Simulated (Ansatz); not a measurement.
**Sc on V(110): change of the work function**

Wanted: Δφ(θ) for Sc/V(110), starting from the hollow site.

Method: plane-wave DFT, PBEsol, Ansatz PAW, in the first sound run; inputs show where later runs differ, in Ansatz 0.2.0.

## Step 1: The structure

The cell holds 4 atoms: 4 V. Its edges and angles: a = 2.615 Å, b = 2.615 Å, c = 24.406 Å, α = 90.0°, β = 90.0°, γ = 70.5°. Vacuum lies along c.

## Step 2: The clean slab

The bare slab comes first, as the zero from which every change is counted. The two lowest layers are held at bulk places and the upper ones relax. The dipole correction removes the false field that a one-sided slab makes across the periodic vacuum, so each face gets a flat vacuum level of its own.

The input, input.yaml:

```yaml
crystal:
  lattice:
    - [2.1354624792, -1.51, 0.0]
    - [2.1354624792, 1.51, 0.0]
    - [0.0, 0.0, 24.4063874376]
  atoms:
    - { symbol: V, position: [0.0, 0.0, 0.368755926] }
    - { symbol: V, position: [0.5, 0.5, 0.4562519753] }
    - { symbol: V, position: [0.0, 0.0, 0.5437480247] }
    - { symbol: V, position: [0.5, 0.5, 0.631244074] }
kpoints:
  mp_grid: { grid: [12, 12, 1] }
hamiltonian:
  xc: pbesol
scf:
  occupations: { method: fermi_dirac, width: 0.1 }
  convergence: { dr2_threshold: 1.0e-08 }
efield:
  axis: 3
  dipole_correction: true
  ramp_position: 0.97
  ramp_width: 0.06
relax:
  f_tol: 0.02
  max_steps: 60
  constraints: [{ sites: [0, 1] }]
output:
  write_potential: true
  write_density: true
  volumetric_format: npy
```

The run is started by

```console
> ansatz run input.yaml --threads 4 --pin off --max-ram 6144MiB --backend cpu --events-out ev --progress --plain --runs-dir out
```

Numbers of over 12 decimals in the logs are rounded to 6 here.

The program printed:

```text
Engine: ansatz 0.2.0, x86_64-unknown-linux-gnu
Pseudopotentials: kind: paw
Pseudopotential: V, paw, valence charge 13, recommended cutoff 420 eV (normal), V.paw.azcp
Functional definition: PBEsol
  exchange = pbesol_x
  correlation = pbesol_c
Crystal: 4 atoms, lattice volume = 157.399 Å³
Basis set: ecut = 420 eV, 3051 PW (Γ), exchange–correlation on 36×36×360 points (8 copies of the dense FFT grid, shifted against one another)
Bands: 32, of which v1, the nominal top of the filled ones, is band 26 counted from 1 (25 counted from 0)
Symmetry: 4 space group operations
k-points: 43 of 144
Non-local potential: V, projectors of the file, l = 0: 3, l = 1: 2, l = 2: 3, l = 3: 1
PAW form: soft (Blöchl's): semilocal exchange-correlation on the pseudo side does not see the compensation charge
PAW frozen core: V, regenerated for the run's functional, and the local potential with it (the file was generated under x = pbe(κ = 0.804, μ = 0.219515), c = pbe(β = 0.066725))
PAW one-centre angular grid: V, 590 points (default); XC on 64 Gauss nodes
Initial density: superposition of atomic densities (neutral atoms: chi_scale 0, normalization atom), corrected by the library's trained network
Initial wavefunctions: pseudopotential atomic-orbital guess
Functional: x = pbesol(κ = 0.804, μ = 0.123457), c = pbesol(β = 0.046)
SCF iter   1: F=—  HF=-11538.895972 eV  |F-HF|=—  |Δ(HF+E_count)|=         —  Δρ=7.31e-3  dr2=3.40e-1  ethr=1.77e-3  p=0.000 e·Å  D=2.37e-13 V/Å  ΔV_dip=-0.00 eV  dr2_dipole=3.69e-8  V_vac-E_F(+/−)=4.86/4.86 eV  ⟨swp⟩=7.6  Hψ=6309  notcnv=0
efield: sawtooth ramp at fractional position 0.9700 (set: `efield.ramp_position`, or a place that a band, a saddle search or an elastic batch's reference lends), width 0.0600; the density the first Hamiltonian is built on has a dipole p = 0.000 e·Å; the dipole correction subtracts the counter field D = 2.37e-13 V/Å, which shifts the + side's vacuum level by -0.00 eV against the − side's; the planar-averaged density in the ramp window peaks in size at 3.1e-5 e/Å³
preconditioner: auto → LDOS  [metal: Δε(μ)=0.014 eV  Ē_g=2.755 eV  σ=0.100 eV  W_gap=0.04  n_scr=16 (ndim 8)  ℏωp=13.2 eV  f_vac=0.577  D(μ)=7.15/eV (n_scr^D=66)  β→1.0]
SCF iter   2: F=—  HF=-11538.893561 eV  |F-HF|=—  |Δ(HF+E_count)|=   2.41e-3  Δρ=6.52e-3  dr2=7.77e-2  ethr=6.55e-4  p=-0.000 e·Å  D=-6.59e-6 V/Å  ΔV_dip=0.00 eV  dr2_dipole=4.45e-6  V_vac-E_F(+/−)=4.85/4.85 eV  ⟨swp⟩=2.7  Hψ=2760  notcnv=0
SCF iter   3: F=—  HF=-11538.875006 eV  |F-HF|=—  |Δ(HF+E_count)|=   1.86e-2  Δρ=1.03e-3  dr2=1.53e-3  ethr=1.49e-4  p=-0.000 e·Å  D=-1.01e-5 V/Å  ΔV_dip=0.00 eV  dr2_dipole=4.95e-7  V_vac-E_F(+/−)=4.86/4.86 eV  ⟨swp⟩=2.7  Hψ=2648  notcnv=0
SCF iter   4: F=—  HF=-11538.874986 eV  |F-HF|=—  |Δ(HF+E_count)|=   1.98e-5  Δρ=2.53e-4  dr2=1.38e-4  ethr=2.94e-6  p=-0.000 e·Å  D=-1.01e-5 V/Å  ΔV_dip=0.00 eV  dr2_dipole=1.11e-6  V_vac-E_F(+/−)=4.86/4.86 eV  ⟨swp⟩=3.2  Hψ=2693  notcnv=0
SCF iter   5: F=—  HF=-11538.875106 eV  |F-HF|=—  |Δ(HF+E_count)|=   1.20e-4  Δρ=1.22e-4  dr2=3.01e-5  ethr=2.66e-7  p=0.000 e·Å  D=4.44e-7 V/Å  ΔV_dip=-0.00 eV  dr2_dipole=1.01e-6  V_vac-E_F(+/−)=4.87/4.87 eV  ⟨swp⟩=2.2  Hψ=1958  notcnv=0
SCF iter   6: F=—  HF=-11538.875056 eV  |F-HF|=—  |Δ(HF+E_count)|=   5.08e-5  Δρ=5.39e-5  dr2=6.57e-6  ethr=5.78e-8  p=-0.000 e·Å  D=-2.36e-6 V/Å  ΔV_dip=0.00 eV  dr2_dipole=2.33e-7  V_vac-E_F(+/−)=4.87/4.87 eV  ⟨swp⟩=2.8  Hψ=2811  notcnv=0
SCF iter   7: F=—  HF=-11538.875068 eV  |F-HF|=—  |Δ(HF+E_count)|=   1.23e-5  Δρ=1.29e-5  dr2=9.26e-7  ethr=1.26e-8  p=0.000 e·Å  D=3.23e-7 V/Å  ΔV_dip=-0.00 eV  dr2_dipole=4.02e-10  V_vac-E_F(+/−)=4.87/4.87 eV  ⟨swp⟩=2.3  Hψ=1990  notcnv=0
SCF iter   8: F=—  HF=-11538.875068 eV  |F-HF|=—  |Δ(HF+E_count)|=   2.55e-7  Δρ=7.16e-6  dr2=2.44e-7  ethr=1.78e-9  p=0.000 e·Å  D=5.81e-7 V/Å  ΔV_dip=-0.00 eV  dr2_dipole=1.48e-10  V_vac-E_F(+/−)=4.87/4.87 eV  ⟨swp⟩=2.0  Hψ=1743  notcnv=0
SCF iter   9: F=—  HF=-11538.875068 eV  |F-HF|=—  |Δ(HF+E_count)|=   7.12e-8  Δρ=2.68e-6  dr2=1.37e-8  ethr=4.69e-10  p=-0.000 e·Å  D=-9.46e-9 V/Å  ΔV_dip=0.00 eV  dr2_dipole=8.61e-10  V_vac-E_F(+/−)=4.87/4.87 eV  ⟨swp⟩=2.0  Hψ=1717  notcnv=0
SCF iter  10: F=-11538.875068 eV  HF=-11538.875068 eV  |F-HF|=2.80e-9  |Δ(HF+E_count)|=   9.73e-9  Δρ=1.41e-6  dr2=3.55e-9  ethr=1.92e-11  p=0.000 e·Å  D=2.14e-7 V/Å  ΔV_dip=-0.00 eV  dr2_dipole=2.63e-11  V_vac-E_F(+/−)=4.87/4.87 eV  ⟨swp⟩=9.7  Hψ=8858  notcnv=0
SCF 1 converged in 10 iterations: F = -11538.875068 eV  dr2 = 3.55e-9
  greatest PAW one-centre occupation: 1.000 electrons in one spin orbital (limit 2), on the V atom at site 2 (counted from 0), in its partial waves of l = 0
relax step   1: F+E_penalty+E_count = -11538.87506832 eV  Δ(F+E_penalty+E_count) = +0.000e0 eV  max|allowed force component| = 8.282e-1 eV/Å  Δτ_max = 0.0000 Å  (10 SCF iters, accepted)
Initial density: handed on by an earlier stage of this run
Initial wavefunctions: those handed on with the density
SCF iter   1: F=—  HF=-11539.170605 eV  |F-HF|=—  |Δ(HF+E_count)|=         —  Δρ=2.54e-2  dr2=6.77e0  ethr=3.10e-3  p=-0.000 e·Å  D=-8.88e-7 V/Å  ΔV_dip=0.00 eV  dr2_dipole=7.67e-1  V_vac-E_F(+/−)=4.91/4.91 eV  ⟨swp⟩=4.5  Hψ=3986  notcnv=0
efield: sawtooth ramp at fractional position 0.9700 (set: `efield.ramp_position`, or a place that a band, a saddle search or an elastic batch's reference lends), width 0.0600; the density the first Hamiltonian is built on has a dipole p = -0.000 e·Å; the dipole correction subtracts the counter field D = -8.88e-7 V/Å, which shifts the + side's vacuum level by +0.00 eV against the − side's; the planar-averaged density in the ramp window peaks in size at 4.7e-6 e/Å³
preconditioner: auto → LDOS  [metal: Δε(μ)=0.025 eV  Ē_g=2.856 eV  σ=0.100 eV  W_gap=0.06  n_scr=16 (ndim 8)  ℏωp=13.2 eV  f_vac=0.584  D(μ)=6.52/eV (n_scr^D=48)  β→1.0]
SCF iter   2: F=—  HF=-11539.028924 eV  |F-HF|=—  |Δ(HF+E_count)|=   1.42e-1  Δρ=9.66e-3  dr2=8.19e-1  ethr=3.10e-3  p=0.013 e·Å  D=1.45e-2 V/Å  ΔV_dip=-0.35 eV  dr2_dipole=1.80e-2  V_vac-E_F(+/−)=4.49/4.84 eV  ⟨swp⟩=2.1  Hψ=2259  notcnv=0
SCF iter   3: F=—  HF=-11538.990810 eV  |F-HF|=—  |Δ(HF+E_count)|=   3.81e-2  Δρ=2.96e-3  dr2=5.50e-2  ethr=1.58e-3  p=0.003 e·Å  D=3.88e-3 V/Å  ΔV_dip=-0.09 eV  dr2_dipole=6.05e-3  V_vac-E_F(+/−)=4.79/4.89 eV  ⟨swp⟩=2.2  Hψ=2053  notcnv=0
SCF iter   4: F=—  HF=-11538.983725 eV  |F-HF|=—  |Δ(HF+E_count)|=   7.08e-3  Δρ=1.05e-3  dr2=2.47e-3  ethr=1.06e-4  p=0.004 e·Å  D=5.08e-3 V/Å  ΔV_dip=-0.12 eV  dr2_dipole=3.66e-5  V_vac-E_F(+/−)=4.76/4.89 eV  ⟨swp⟩=3.3  Hψ=2846  notcnv=0
[...]
SCF iter   5: F=—  HF=-11539.007631 eV  |F-HF|=—  |Δ(HF+E_count)|=   1.96e-4  Δρ=2.10e-4  dr2=2.11e-4  ethr=2.88e-6  p=0.006 e·Å  D=7.27e-3 V/Å  ΔV_dip=-0.18 eV  dr2_dipole=4.02e-7  V_vac-E_F(+/−)=4.71/4.89 eV  ⟨swp⟩=2.6  Hψ=2134  notcnv=0
SCF iter   6: F=—  HF=-11539.007668 eV  |F-HF|=—  |Δ(HF+E_count)|=   3.68e-5  Δρ=6.03e-5  dr2=1.38e-5  ethr=4.05e-7  p=0.006 e·Å  D=6.71e-3 V/Å  ΔV_dip=-0.16 eV  dr2_dipole=5.36e-7  V_vac-E_F(+/−)=4.73/4.89 eV  ⟨swp⟩=2.1  Hψ=1807  notcnv=0
SCF iter   7: F=—  HF=-11539.007625 eV  |F-HF|=—  |Δ(HF+E_count)|=   4.24e-5  Δρ=3.78e-5  dr2=3.92e-6  ethr=2.65e-8  p=0.006 e·Å  D=6.44e-3 V/Å  ΔV_dip=-0.16 eV  dr2_dipole=9.85e-8  V_vac-E_F(+/−)=4.73/4.89 eV  ⟨swp⟩=2.1  Hψ=1952  notcnv=0
SCF iter   8: F=—  HF=-11539.007626 eV  |F-HF|=—  |Δ(HF+E_count)|=   3.42e-7  Δρ=2.12e-5  dr2=1.03e-6  ethr=7.53e-9  p=0.006 e·Å  D=6.33e-3 V/Å  ΔV_dip=-0.15 eV  dr2_dipole=2.63e-8  V_vac-E_F(+/−)=4.74/4.89 eV  ⟨swp⟩=2.1  Hψ=1834  notcnv=0
SCF iter   9: F=—  HF=-11539.007626 eV  |F-HF|=—  |Δ(HF+E_count)|=   2.16e-7  Δρ=4.98e-6  dr2=8.04e-8  ethr=1.98e-9  p=0.005 e·Å  D=6.31e-3 V/Å  ΔV_dip=-0.15 eV  dr2_dipole=2.18e-9  V_vac-E_F(+/−)=4.74/4.89 eV  ⟨swp⟩=2.0  Hψ=1681  notcnv=0
SCF iter  10: F=-11539.007626 eV  HF=-11539.007626 eV  |F-HF|=3.04e-9  |Δ(HF+E_count)|=   7.40e-8  Δρ=1.55e-6  dr2=8.02e-9  ethr=1.92e-11  p=0.005 e·Å  D=6.29e-3 V/Å  ΔV_dip=-0.15 eV  dr2_dipole=7.57e-10  V_vac-E_F(+/−)=4.74/4.89 eV  ⟨swp⟩=9.9  Hψ=9108  notcnv=0
SCF 3 converged in 10 iterations: F = -11539.007626 eV  dr2 = 8.02e-9
relax step   3: F+E_penalty+E_count = -11539.00762591 eV  Δ(F+E_penalty+E_count) = -2.417e-2 eV  max|allowed force component| = 1.078e-1 eV/Å  Δτ_max = 0.1529 Å  (10 SCF iters, accepted)
SCF iter   1: F=—  HF=-11539.011682 eV  |F-HF|=—  |Δ(HF+E_count)|=         —  Δρ=3.10e-3  dr2=6.77e-2  ethr=1.45e-3  p=0.005 e·Å  D=6.29e-3 V/Å  ΔV_dip=-0.15 eV  dr2_dipole=2.19e-4  V_vac-E_F(+/−)=4.73/4.88 eV  ⟨swp⟩=2.0  Hψ=2262  notcnv=0
efield: sawtooth ramp at fractional position 0.9700 (set: `efield.ramp_position`, or a place that a band, a saddle search or an elastic batch's reference lends), width 0.0600; the density the first Hamiltonian is built on has a dipole p = 0.005 e·Å; the dipole correction subtracts the counter field D = 6.29e-3 V/Å, which shifts the + side's vacuum level by -0.15 eV against the − side's; the planar-averaged density in the ramp window peaks in size at 3.9e-6 e/Å³
preconditioner: auto → LDOS  [metal: Δε(μ)=0.015 eV  Ē_g=2.846 eV  σ=0.100 eV  W_gap=0.04  n_scr=16 (ndim 8)  ℏωp=13.2 eV  f_vac=0.588  D(μ)=6.68/eV (n_scr^D=56)  β→1.0]
SCF iter   2: F=—  HF=-11539.009900 eV  |F-HF|=—  |Δ(HF+E_count)|=   1.78e-3  Δρ=1.31e-3  dr2=9.89e-3  ethr=1.30e-4  p=0.004 e·Å  D=4.34e-3 V/Å  ΔV_dip=-0.11 eV  dr2_dipole=9.14e-5  V_vac-E_F(+/−)=4.79/4.90 eV  ⟨swp⟩=1.4  Hψ=1761  notcnv=0
SCF iter   3: F=—  HF=-11539.008922 eV  |F-HF|=—  |Δ(HF+E_count)|=   9.78e-4  Δρ=3.57e-4  dr2=6.77e-4  ethr=1.90e-5  p=0.005 e·Å  D=5.68e-3 V/Å  ΔV_dip=-0.14 eV  dr2_dipole=1.18e-5  V_vac-E_F(+/−)=4.75/4.89 eV  ⟨swp⟩=2.3  Hψ=2035  notcnv=0
SCF iter   4: F=—  HF=-11539.008802 eV  |F-HF|=—  |Δ(HF+E_count)|=   1.20e-4  Δρ=9.15e-5  dr2=2.61e-5  ethr=1.30e-6  p=0.005 e·Å  D=5.49e-3 V/Å  ΔV_dip=-0.13 eV  dr2_dipole=1.44e-6  V_vac-E_F(+/−)=4.76/4.89 eV  ⟨swp⟩=2.9  Hψ=2302  notcnv=0
SCF iter   5: F=—  HF=-11539.008755 eV  |F-HF|=—  |Δ(HF+E_count)|=   4.69e-5  Δρ=3.13e-5  dr2=1.46e-6  ethr=5.03e-8  p=0.005 e·Å  D=5.52e-3 V/Å  ΔV_dip=-0.13 eV  dr2_dipole=2.57e-9  V_vac-E_F(+/−)=4.76/4.89 eV  ⟨swp⟩=2.6  Hψ=2105  notcnv=0
SCF iter   6: F=—  HF=-11539.008759 eV  |F-HF|=—  |Δ(HF+E_count)|=   3.93e-6  Δρ=1.02e-5  dr2=1.91e-7  ethr=2.81e-9  p=0.005 e·Å  D=5.57e-3 V/Å  ΔV_dip=-0.14 eV  dr2_dipole=8.63e-9  V_vac-E_F(+/−)=4.76/4.89 eV  ⟨swp⟩=2.5  Hψ=2286  notcnv=0
SCF iter   7: F=—  HF=-11539.008759 eV  |F-HF|=—  |Δ(HF+E_count)|=   1.87e-7  Δρ=4.91e-6  dr2=5.70e-8  ethr=3.68e-10  p=0.005 e·Å  D=5.59e-3 V/Å  ΔV_dip=-0.14 eV  dr2_dipole=2.41e-9  V_vac-E_F(+/−)=4.75/4.89 eV  ⟨swp⟩=2.3  Hψ=1944  notcnv=0
SCF iter   8: F=-11539.008759 eV  HF=-11539.008759 eV  |F-HF|=3.05e-9  |Δ(HF+E_count)|=   3.12e-8  Δρ=1.36e-6  dr2=9.32e-9  ethr=1.92e-11  p=0.005 e·Å  D=5.60e-3 V/Å  ΔV_dip=-0.14 eV  dr2_dipole=5.70e-10  V_vac-E_F(+/−)=4.75/4.89 eV  ⟨swp⟩=8.1  Hψ=9549  notcnv=0
SCF 4 converged in 8 iterations: F = -11539.008759 eV  dr2 = 9.32e-9
relax step   4: F+E_penalty+E_count = -11539.00875932 eV  Δ(F+E_penalty+E_count) = -1.133e-3 eV  max|allowed force component| = 6.214e-3 eV/Å  Δτ_max = 0.0216 Å  (8 SCF iters, accepted)
NSCF: frozen V_eff on 43 k-points
the band table was solved once a step of the walk had ended and its energy, with any forces and stress, was formed, with the checks that follow a solve (7268 applications of the Hamiltonian). They found nothing against the state; the energy, forces and stress were not computed again (output.eigenvalues in the input reference)
WARN: The input density's exchange-correlation potential varies sharply where the density is thin. Do not read a vacuum level from v_tot or v_xc, or from such a field of the output density. On a cell that repeats whose density bears no net charge and no dipole along the vacuum's axis use v_es (v_loc + v_h of the components); under efield.dipole_correction with no amplitude use v_es + v_field, which holds any external [...]
SCF converged after 8 iterations
Free energy (F): -11539.008759 eV
Harris-Foulkes:  -11539.008759 eV  (|F-HF|=3.05e-9)
Internal energy: -11538.790402 eV  (E = F + TS)
E sigma→0 (E₀):  -11538.899581 eV
Entropy (-TS):   -0.218358 eV (-54.589 meV/atom)
Fermi energy:    2.624791 eV
Dipole field:    D = 0.005565 V/Å  (p = 0.004841 e·Å, saw-weighted, corrected)
Work function:   Φ+ = 4.7548 eV   Φ− = 4.8906 eV
Levels:          The Fermi level and band energies are counted from a zero that moves with the ramp; work functions are not
--- Per-component energies (eV) ---
  E_band       = -1299.702788
  E_kinetic    = 1341.797872
  E_local      = -73691.422858  (includes V_loc(G=0)·N_el)
  E_nonlocal   = -172.477997
  E_hartree    = 36334.584895
  E_xc         = -514.801395
  E_vxc        = -655.295180  (∫ρ·V_xc dr)
  E_paw        = -4346.876889  (= ΣΔE_a)
  E_vpaw       = -791.495766  (= ΣTr[D̂ρ^β])
  E_aug_tail   = 0.001027  (compensation charges beyond the density's cutoff)
  E_efield     = 0.000013  (sawtooth field / dipole correction)
  E_vefield    = 0.030725  (∫n·V_field dr)
  E_ewald      = 29509.806214
  E_core_change = 0.598716  (= ΣΔE_core)
  E_smearing   = -0.218358  (= −TS)
  E_closure    = 0.000000  (closes the sum)
  Σ components = -11539.008759   (vs F -11539.008759, Δ=0.00e0)
--- Forces (eV/Å), atoms counted from 1 ---
  atom   1  V      0.00000000     0.00000000     0.82156667
  atom   2  V     -0.00000000     0.00000000    -0.82826796
  atom   3  V      0.00000000     0.00000000     0.00621445
  atom   4  V      0.00000000     0.00000000     0.00051879
  max |Σ_I F_I| component: 3.20e-5 eV/Å
--- Band table (eV; the first three rows and the last of 43) ---
  k-point 0: bands = [... 22 lower, 2.2090, 2.3771, 2.4192, 2.8888, 2.9213, 2.9871, 3.1922, 3.9016, ... 2 higher]
  k-point 1: bands = [... 22 lower, 2.1541, 2.3486, 2.4030, 2.7588, 2.9504, 3.0529, 3.1053, 3.8150, ... 2 higher]
  k-point 2: bands = [... 22 lower, 2.0327, 2.2205, 2.3443, 2.4435, 2.6601, 3.0893, 3.3927, 3.4301, ... 2 higher]
  k-point 42: bands = [... 22 lower, 1.4455, 1.8898, 2.6038, 3.8692, 4.1494, 4.2062, 4.5618, 5.0174, ... 2 higher]
--- Relaxed structure (4 steps of the walk, 4 accepted, 0 SCFs on fresh bases) ---
  F+E_penalty+E_count = -11539.00875932 eV   max|allowed force component| = 6.214e-3 eV/Å
  atoms:
    - { symbol: V, position: [0.0, 0.0, 0.368756] }
    - { symbol: V, position: [0.500000, 0.500000, 0.4562519753] }
    - { symbol: V, position: [-3.927142292794124e-18, -3.927142292794124e-18, 0.539621] }
    - { symbol: V, position: [0.500000, 0.500000, 0.617986] }
```

Elapsed: 35 s, on 4 threads of Intel Xeon Platinum 8259CL at 2.50GHz (Skylake/Cascade Lake), shared host; peak memory 0.75 GiB; 1.8 min of CPU time.

This run has no spin polarisation, although V can carry a moment.

Step by step:

```csv
step,energy less that of the first step (eV),largest force component (eV/Å)
1,0.0000,0.8282
2,-0.1084,0.4321
3,-0.1326,0.1078
4,-0.1337,0.0062
```

Forces are held to the 4 operations that the run works with; a distortion that breaks them can't arise in this run.

The atoms that moved most (Å):

```csv
atom,dx,dy,dz,length
V4,0.000,0.000,-0.324,0.324
V3,0.000,0.000,-0.101,0.101
```

The relaxed structure:

```cif
data_structure
_symmetry_space_group_name_H-M 'P 1'
_symmetry_Int_Tables_number 1
_cell_length_a 2.6154
_cell_length_b 2.6154
_cell_length_c 24.4064
_cell_angle_alpha 90.000
_cell_angle_beta 90.000
_cell_angle_gamma 70.529
_cell_volume 157.40
loop_
_atom_site_label
_atom_site_type_symbol
_atom_site_fract_x
_atom_site_fract_y
_atom_site_fract_z
_atom_site_occupancy
V1 V 0.00000 0.00000 0.36876 1
V2 V 0.50000 0.50000 0.45625 1
V3 V 0.00000 0.00000 0.53962 1
V4 V 0.50000 0.50000 0.61799 1
```

Numbers from this step:

```
energy at zero smearing        : -11538.8996 eV
work function, upper face      : 4.755 eV
work function, lower face      : 4.891 eV
dipole along the normal        : 0.004841 e·Å
step between the vacuum levels : -0.1358 eV
```

Running mean over 2.135 Å of the planar mean; the ramp of the sawtooth is left out. Electron's electrostatic potential energy less the Fermi level against z:

```csv
z (Å),electron's electrostatic potential energy less the Fermi level (eV)
3.0,4.89
3.5,4.89
4.0,4.89
4.5,4.89
5.0,4.88
5.5,4.85
6.0,4.76
6.5,4.48
7.0,3.61
7.5,1.05
8.0,-2.92
8.5,-6.45
9.0,-7.79
9.5,-7.78
10.0,-7.67
10.5,-7.63
11.0,-7.69
11.5,-8.06
12.0,-8.36
12.5,-8.30
13.0,-8.01
13.5,-8.64
14.0,-9.26
14.5,-9.19
15.0,-8.31
15.5,-6.93
16.0,-3.64
16.5,0.355
17.0,3.24
17.5,4.26
18.0,4.60
18.5,4.71
19.0,4.74
19.5,4.75
20.0,4.75
20.5,4.75
21.0,4.75
```

The relaxation took 4 steps and lowered the energy by 0.13 eV; the largest force on the free atoms ends at 0.0062 eV/Å.

The work function of the upper face is 4.75 eV.

[end of part 1 of 5]

[Logs are printed without paths, hosts, clocks, repeated set-up lines and the standing remarks that a program may print on its own settings, such as how far it seeks lower states.]

[Hosts, paths, dates, database ids (printed as entryN), source tags and the programs' standing remarks are cut or masked in the printed files.]

[Maps of the electrostatic potential energy from Ansatz leave out the sawtooth potential of an applied field or a dipole correction, so their vacuum need not be flat; planar profiles and work functions include it.]
